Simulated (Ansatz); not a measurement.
## Tc of Mo2C (Pbcn) from its phonons

What Tc do the phonons of Mo2C (Pbcn) give, and how does it depend on μ*? The cell shown first is a relaxed one, from steps not shown here.

Main program and level: Ansatz 0.2.0; DFT PBEsol, scalar-relativistic, plane waves, PAW; PAW set soft_1.

**What experiment says.**

For Mo2C (commercial 99.5% loose powder), “Nodeless superconductivity and topological nodal states in molybdenum carbide” (2024, arxiv:2409.02380) gives, by magnetic susceptibility: superconducting transition temperature (superconducting transition from magnetization) 3.2 K.

## Step 1: The cell after earlier relaxation steps

Symmetry: Pbcn, No. 60, orthorhombic system. The conventional cell has a = 4.714 Å, b = 5.998 Å, c = 5.175 Å, α = 90.00°, β = 90.00°, γ = 90.00°. Mo has 3 C at 2.09 to 2.11 Å nearest. C has 6 Mo at 2.09 to 2.11 Å nearest. Farther neighbours are not listed.

Structure file:

```cif
data_structure
_symmetry_space_group_name_H-M 'Pbcn'
_symmetry_Int_Tables_number 60
_cell_length_a 4.7142
_cell_length_b 5.9980
_cell_length_c 5.1755
_cell_angle_alpha 90.000
_cell_angle_beta 90.000
_cell_angle_gamma 90.000
_cell_volume 146.34
loop_
_atom_site_label
_atom_site_type_symbol
_atom_site_symmetry_multiplicity
_atom_site_Wyckoff_symbol
_atom_site_fract_x
_atom_site_fract_y
_atom_site_fract_z
_atom_site_occupancy
Mo1 Mo 8 d 0.24574 0.12240 0.07967 1
C1 C 4 c 0.00000 0.37726 0.25000 1
```

## Step 2: Electron–phonon run: q 2×1×2, k 6×4×4, scattering 8×8×8

The run that gives the couplings also evaluates McMillan's and Allen and Dynes's formulas and, where asked, the Eliashberg equations, over a range of μ*.

Input file input.yaml:

```yaml
crystal:
  lattice:
    - [4.7141610573, 0.0, 0.0]
    - [0.0, 5.9980010731, 0.0]
    - [0.0, 0.0, 5.17549571]
  atoms:
    - { symbol: Mo, position: [0.2457411574, 0.1224015411, 0.0796732687] }
    - { symbol: Mo, position: [0.2542588426, 0.3775984589, 0.5796732687] }
    - { symbol: Mo, position: [0.7457411574, 0.3775984589, 0.9203267313] }
    - { symbol: Mo, position: [0.7542588426, 0.1224015411, 0.4203267313] }
    - { symbol: Mo, position: [0.7542588426, 0.8775984589, 0.9203267313] }
    - { symbol: Mo, position: [0.7457411574, 0.6224015411, 0.4203267313] }
    - { symbol: Mo, position: [0.2542588426, 0.6224015411, 0.0796732687] }
    - { symbol: Mo, position: [0.2457411574, 0.8775984589, 0.5796732687] }
    - { symbol: C, position: [0.0, 0.377257054, 0.25] }
    - { symbol: C, position: [0.5, 0.122742946, 0.75] }
    - { symbol: C, position: [0.0, 0.622742946, 0.75] }
    - { symbol: C, position: [0.5, 0.877257054, 0.25] }
kpoints:
  mp_grid: { grid: [6, 4, 4] }
hamiltonian:
  xc: pbesol
  pseudopotentials: { kind: paw, azcp: { folder: soft_1 }, xc_functional: pbe }
scf:
  occupations: { method: methfessel_paxton, width: 0.2 }
output:
  eigenvalues: true
phonons:
  method: dfpt
  qmesh: [2, 1, 2]
  temperatures: { t_max: 1000, t_step: 50 }
  qpath:
    path:
      - [[0.0, 0.0, 0.0], [0.5, 0.0, 0.0], [0.5, 0.5, 0.0], [0.0, 0.5, 0.0], [0.0, 0.0, 0.0], [0.0, 0.0, 0.5], [0.5, 0.0, 0.5], [0.5, 0.5, 0.5], [0.0, 0.5, 0.5], [0.0, 0.0, 0.5]]
      - [[0.5, 0.0, 0.0], [0.5, 0.0, 0.5]]
    npoints: 6
  electrical_resistivity:
    mesh: [8, 8, 8]
    temperatures: [20.0, 50.0, 80.0, 100.0, 150.0, 200.0, 273.0, 300.0, 400.0, 500.0, 600.0, 800.0]
  superconductivity: { mesh: [8, 8, 8] }
```

Launch:

```console
$ ansatz run input.yaml --threads 16 --pin off --max-ram 92160MiB --backend cuda --events-out ev --progress --plain --runs-dir out --max-vram 78GiB
```

Numbers of over 12 decimals in the logs are rounded to 6 here.

Log:

```text
Engine: ansatz 0.2.0, aarch64-unknown-linux-gnu
Pseudopotentials: kind: paw
Pseudopotential: Mo, paw, valence charge 14, recommended cutoff 420 eV (normal), soft_1/Mo.paw.azcp
Pseudopotential: C, paw, valence charge 4, recommended cutoff 420 eV (normal), soft_1/C.paw.azcp
Functional definition: PBEsol
  exchange = pbesol_x
  correlation = pbesol_c
concurrent solve slots: 12 of 16 are kept, ahead of what memory takes: no pass of the eigensolver takes more rounds on 12
[...]
Crystal: 12 atoms, lattice volume = 146.340 Å³
Basis set: ecut = 420 eV, 2851 PW (Γ), exchange–correlation on 64×96×72 points (8 copies of the dense FFT grid, shifted against one another)
Bands: 77, of which v1, the nominal top of the filled ones, is band 64 counted from 1 (63 counted from 0)
Symmetry: 8 space group operations
k-points: 36 of 96
Non-local potential: Mo, projectors of the file, l = 0: 3, l = 1: 2, l = 2: 2, l = 3: 1
Non-local potential: C, projectors of the file, l = 0: 2, l = 1: 2, l = 2: 1
PAW form: soft (Blöchl's): semilocal exchange-correlation on the pseudo side does not see the compensation charge
PAW frozen core: Mo, regenerated for the run's functional, and the local potential with it (the file was generated under x = pbe(κ = 0.804, μ = 0.219515), c = pbe(β = 0.066725))
PAW frozen core: C, regenerated for the run's functional, and the local potential with it (the file was generated under x = pbe(κ = 0.804, μ = 0.219515), c = pbe(β = 0.066725))
PAW one-centre angular grid: Mo, 590 points (default); XC on 64 Gauss nodes
PAW one-centre angular grid: C, 110 points (default); XC on 64 Gauss nodes
Initial density: superposition of atomic densities (chi_scale 0.1, normalization cell, long waves kept (reshape's long-wave potential 0.00 eV rms))
Initial wavefunctions: pseudopotential atomic-orbital guess
[...]
Functional: x = pbesol(κ = 0.804, μ = 0.123457), c = pbesol(β = 0.046)
SCF iter   1: F=—  HF=-40183.497502 eV  |F-HF|=—  |Δ(HF+E_count)|=         —  Δρ=1.61e-1  dr2=5.25e1  ethr=3.10e-3  ⟨swp⟩=4.8  Hψ=9418  notcnv=0
preconditioner: auto → Kerker (q_TF=auto, 2.668 Å⁻¹)  [metal: Δε(μ)=0.031 eV  Ē_g=7.378 eV  σ=0.200 eV  W_gap=0.13  n_scr=44 (ndim 8)  ℏωp=24.6 eV  f_vac=0.000  D(μ)=6.60/eV (n_scr^D=56)]
SCF iter   2: F=—  HF=-40171.544911 eV  |F-HF|=—  |Δ(HF+E_count)|=    1.20e1  S|Δr|=    0.00e0  Δρ=6.87e-2  dr2=8.97e0  ethr=3.10e-3  ⟨swp⟩=2.9  Hψ=5611  notcnv=0  defer=99
[...]
SCF iter  11: F=-40169.108490 eV  HF=-40169.108490 eV  |F-HF|=0.00e0  |Δ(HF+E_count)|=  1.46e-11  S|Δr|=    0.00e0  Δρ=2.78e-8  dr2=1.20e-12  ethr=1.00e-12  ⟨swp⟩=12.2  Hψ=12586  notcnv=0
SCF 1 converged in 11 iterations: F = -40169.108490 eV  dr2 = 1.20e-12
  greatest PAW one-centre occupation: 0.999 electrons in one spin orbital (limit 2), on the Mo atom at site 7 (counted from 0), in its partial waves of l = 0
phonons: the bands overlap, so this run is a metal and interpolates without the dipole-dipole term. If the crystal is really an insulator or semiconductor, its LO-TO splitting is missing
[...]
concurrent solve slots: 12 of 16 are kept, ahead of what memory takes: no pass of the eigensolver takes more rounds on 12
[...]
NSCF: frozen V_eff on 36 k-points
concurrent solve slots: 12 of 16 are kept, ahead of what memory takes: no pass of the eigensolver takes more rounds on 12
[...]
NSCF: frozen V_eff on 36 k-points
[...]
DFPT response loops at q = (0, 0, 0) (fractional): preconditioner auto → Kerker (q_TF=auto, 2.668 Å⁻¹) (partly filled bands, converged f_vac=0.000); β = 1.00, the filter's whole step (`scf.mixing.beta` (0.50) is not read by the response loops under this deck's `scf.mixing.preconditioner`; to damp them name `kerker` or `kerker_dos`, under which they read `scf.mixing.beta`, and type it under 1.00, their step now; both keys bind the ground state too); Anderson in place of MSR1; while a model of the screening serves, it and β = 1 on shorter waves in the place of filter and β
concurrent solve slots: 12 of 16 are kept, ahead of what memory takes: no pass of the eigensolver takes more rounds on 12
[...]
NSCF: frozen V_eff on 36 k-points
[...]
DFPT response loops at q = (0, 0, -0.5) (fractional): mixed as the last ones told, above
[...]
SCF 2 converged in 11 iterations: F = -40169.108490 eV  dr2 = 1.24e-12
[...]
SCF converged after 11 iterations
[...]
mean free path at 80 K (of a tensor a third of its trace): 36.6 nm by what each carries, 30.6 by the Fermi surface alone
  Hall coefficient in a weak field at 80 K (a third of the trace): -1.849e-10 m³/C (how far it moves between the two finest meshes is not known); by each state's relaxation time: -1.833e-10 m³/C; by a constant relaxation time: -1.798e-10 m³/C
  mean free path at 100 K (of a tensor a third of its trace): 21.2 nm by what each carries, 18.3 by the Fermi surface alone
  Hall coefficient in a weak field at 100 K (a third of the trace): -1.793e-10 m³/C (how far it moves between the two finest meshes is not known); by each state's relaxation time: -1.770e-10 m³/C; by a constant relaxation time: -1.809e-10 m³/C
  mean free path at 150 K (of a tensor a third of its trace): 9.88 nm by what each carries, 8.87 by the Fermi surface alone
  Hall coefficient in a weak field at 150 K (a third of the trace): -1.737e-10 m³/C (how far it moves between the two finest meshes is not known); by each state's relaxation time: -1.707e-10 m³/C; by a constant relaxation time: -1.834e-10 m³/C
  mean free path at 200 K (of a tensor a third of its trace): 6.44 nm by what each carries, 5.86 by the Fermi surface alone
  Hall coefficient in a weak field at 200 K (a third of the trace): -1.726e-10 m³/C (how far it moves between the two finest meshes is not known); by each state's relaxation time: -1.696e-10 m³/C; by a constant relaxation time: -1.854e-10 m³/C
  mean free path at 273 K (of a tensor a third of its trace): 4.28 nm by what each carries, 3.92 by the Fermi surface alone
  Hall coefficient in a weak field at 273 K (a third of the trace): -1.724e-10 m³/C (how far it moves between the two finest meshes is not known); by each state's relaxation time: -1.696e-10 m³/C; by a constant relaxation time: -1.876e-10 m³/C
  mean free path at 300 K (of a tensor a third of its trace): 3.82 nm by what each carries, 3.49 by the Fermi surface alone
  Hall coefficient in a weak field at 300 K (a third of the trace): -1.724e-10 m³/C (how far it moves between the two finest meshes is not known); by each state's relaxation time: -1.697e-10 m³/C; by a constant relaxation time: -1.882e-10 m³/C
  mean free path at 400 K (of a tensor a third of its trace): 2.73 nm by what each carries, 2.50 by the Fermi surface alone
  Hall coefficient in a weak field at 400 K (a third of the trace): -1.732e-10 m³/C (how far it moves between the two finest meshes is not known); by each state's relaxation time: -1.706e-10 m³/C; by a constant relaxation time: -1.903e-10 m³/C
  mean free path at 500 K (of a tensor a third of its trace): 2.14 nm by what each carries, 1.95 by the Fermi surface alone
  Hall coefficient in a weak field at 500 K (a third of the trace): -1.747e-10 m³/C (how far it moves between the two finest meshes is not known); by each state's relaxation time: -1.722e-10 m³/C; by a constant relaxation time: -1.919e-10 m³/C
  mean free path at 600 K (of a tensor a third of its trace): 1.76 nm by what each carries, 1.61 by the Fermi surface alone
  Hall coefficient in a weak field at 600 K (a third of the trace): -1.764e-10 m³/C (how far it moves between the two finest meshes is not known); by each state's relaxation time: -1.739e-10 m³/C; by a constant relaxation time: -1.933e-10 m³/C
  mean free path at 800 K (of a tensor a third of its trace): 1.30 nm by what each carries, 1.19 by the Fermi surface alone
  Hall coefficient in a weak field at 800 K (a third of the trace): -1.797e-10 m³/C (how far it moves between the two finest meshes is not known); by each state's relaxation time: -1.774e-10 m³/C; by a constant relaxation time: -1.953e-10 m³/C
  the resistivity times a path that all electrons share, by the Fermi surface of the deck's mesh alone (a third of the trace): 1.093e-15 Ω·m²
  not converged in the mesh (λ; λ_tr; the resistivity at 20 K by 37.90 %; the resistivity at 50 K by 19.83 %; the resistivity at 80 K by 19.29 %; the resistivity at 100 K by 19.05 %; the resistivity at 150 K by 18.66 %; the resistivity at 200 K by 18.30 %; the resistivity at 273 K by 17.72 %; the resistivity at 300 K by 17.51 %; the resistivity at 400 K by 16.82 %; the resistivity at 500 K by 16.32 %; the resistivity [...]
  vibrations of 4 cells: unjudged by the run; compare a larger repeat
  the changes of the potential over all sites missed a rigid shift's by 0.00 % (the site terms' by 0.02 %)
  between the force constants' wavevectors the phonons are obtained by Fourier interpolation alone: along a vector of fewer than three repeats the shortest translation of the supercell is 5.998 Å, and under 7.500 Å the phonon self-energy is left out by default: enlarge phonons.supercell (under dfpt, phonons.qmesh)
--- Superconductivity: potentials and phonons of a 2×1×2 supercell ---
           mesh         λ    ħω_log (meV)  μ* declared at (meV)
          8×8×8    0.6155          23.511               33.928
          4×4×4    0.4875          23.417               33.729
  λ by the species' shares of the modes' patterns: Mo 0.5364, C 0.0791
  with the Fermi level up to 88.4 meV (the hardest mode) off, states and modes as they are: density of states 2.8243 to 3.7870 /eV of one spin and cell, λ 0.5327 to 0.7386
  transition temperature on the deck's mesh (K), isotropic and anisotropic, restricted to the Fermi surface (FSR) and over the full bandwidth (FBW), and the last with the density of states resolved in a narrower window:
        μ*   McMillan   Allen–Dynes      iso. FSR      iso. FBW    aniso. FSR    aniso. FBW  narrow window
      0.08      8.160         8.471         7.717         7.755         7.910         7.933          7.941
      0.10      6.731         6.961         6.224         6.252         6.412         6.429          6.431
      0.12      5.421         5.590         4.918         4.939         5.098         5.112          5.109
      0.13      4.816         4.959         4.334         4.353         4.509         4.523          4.517
      0.14      4.245         4.366         3.796         3.813         3.966         3.979          3.970
      0.16      3.212         3.296         2.852         2.867         3.009         3.023          3.010
      0.20      1.604         1.640         1.459         1.472         1.585         1.599          1.581
  isotope coefficients −∂ln Tc/∂ln M under μ* = 0.13, the force constants as they are, of the isotropic transitions restricted to the Fermi surface and over the full bandwidth: Mo 0.413 and 0.416, C -0.023 and -0.023
  gaps at the Fermi level over the full bandwidth under μ* = 0.1, 1.607 K: 0.676 to 1.218 meV
  gaps at the Fermi level over the full bandwidth under μ* = 0.13, 1.131 K: 0.442 to 0.866 meV
  gaps at the Fermi level over the full bandwidth under μ* = 0.16, 0.756 K: 0.270 to 0.586 meV
  not converged in the mesh (λ, the transition temperature): between neighbouring meshes, the two finest first, λ moves by 20.80 % and the anisotropic transition temperature over the full bandwidth at μ* = 0.13 by 62.08 %; converged means that the two finest part by at most 2.00 % and 5.00 %
  vibrations of 4 cells: unjudged by the run; compare a larger repeat
  the changes of the potential over all sites missed a rigid shift's by 0.00 % (the site terms' by 0.02 %)
  between the force constants' wavevectors the phonons are obtained by Fourier interpolation alone: along a vector of fewer than three repeats the shortest translation of the supercell is 5.998 Å, and under 7.500 Å the phonon self-energy is left out by default: enlarge phonons.supercell (under dfpt, phonons.qmesh)
```

It took 2.2 min on 1 × NVIDIA GB200 with 16 threads of Arm Neoverse V2, shared host; peak memory 5 GiB.

This step gave:

* volume per atom: 12.19 Å³/atom
* metallic on mesh: yes
* gap on the k-mesh: 0 eV
* zero point energy: 0.7644 eV/cell
* share of imaginary modes in the plain interpolation between solved wavevectors: 0
* highest frequency, solved or plainly interpolated: 713.2 cm⁻¹
* Debye temperature (second moment): 765 K
* resistivity at 300 K: 31.14 μΩ cm, mean of the axes
* coupling constant λ: 0.6155
* density of states at the Fermi level: 3.166 states/eV a spin and cell
* log mean phonon energy ħω_log: 23.51 meV
* transport coupling constant λ_tr: 0.6144, 0.6149, 0.6194 (xx, yy, zz)
* Drude plasma energy: 4.858, 4.075, 5.002 eV (xx, yy, zz)
* resistivity times mean free path: 9.753, 14.29, 8.732 × 10⁻¹⁶ Ω m² (xx, yy, zz)
* second-moment phonon energy ħω₂: 33.93 meV

Transition temperatures:

```tsv
μ*	McMillan Tc (K)	Allen–Dynes Tc (K)	isotropic Fermi-surface Tc (K)	isotropic full bandwidth Tc (K)	anisotropic Fermi-surface Tc (K)	anisotropic full bandwidth Tc (K)	anisotropic narrow window Tc (K)
0.08	8.16	8.47	7.72	7.75	7.91	7.93	7.94
0.1	6.73	6.96	6.22	6.25	6.41	6.43	6.43
0.12	5.42	5.59	4.92	4.94	5.1	5.11	5.11
0.13	4.82	4.96	4.33	4.35	4.51	4.52	4.52
0.14	4.25	4.37	3.8	3.81	3.97	3.98	3.97
0.16	3.21	3.3	2.85	2.87	3.01	3.02	3.01
0.2	1.6	1.64	1.46	1.47	1.58	1.6	1.58
```

[end of part 1 of 2]

[Logs are printed without paths, hosts, clocks, repeated set-up lines and the standing remarks that a program may print on its own settings, such as how far it seeks lower states.]

[Hosts, paths, dates, database ids (printed as entryN), source tags and the programs' standing remarks are cut or masked in the printed files.]
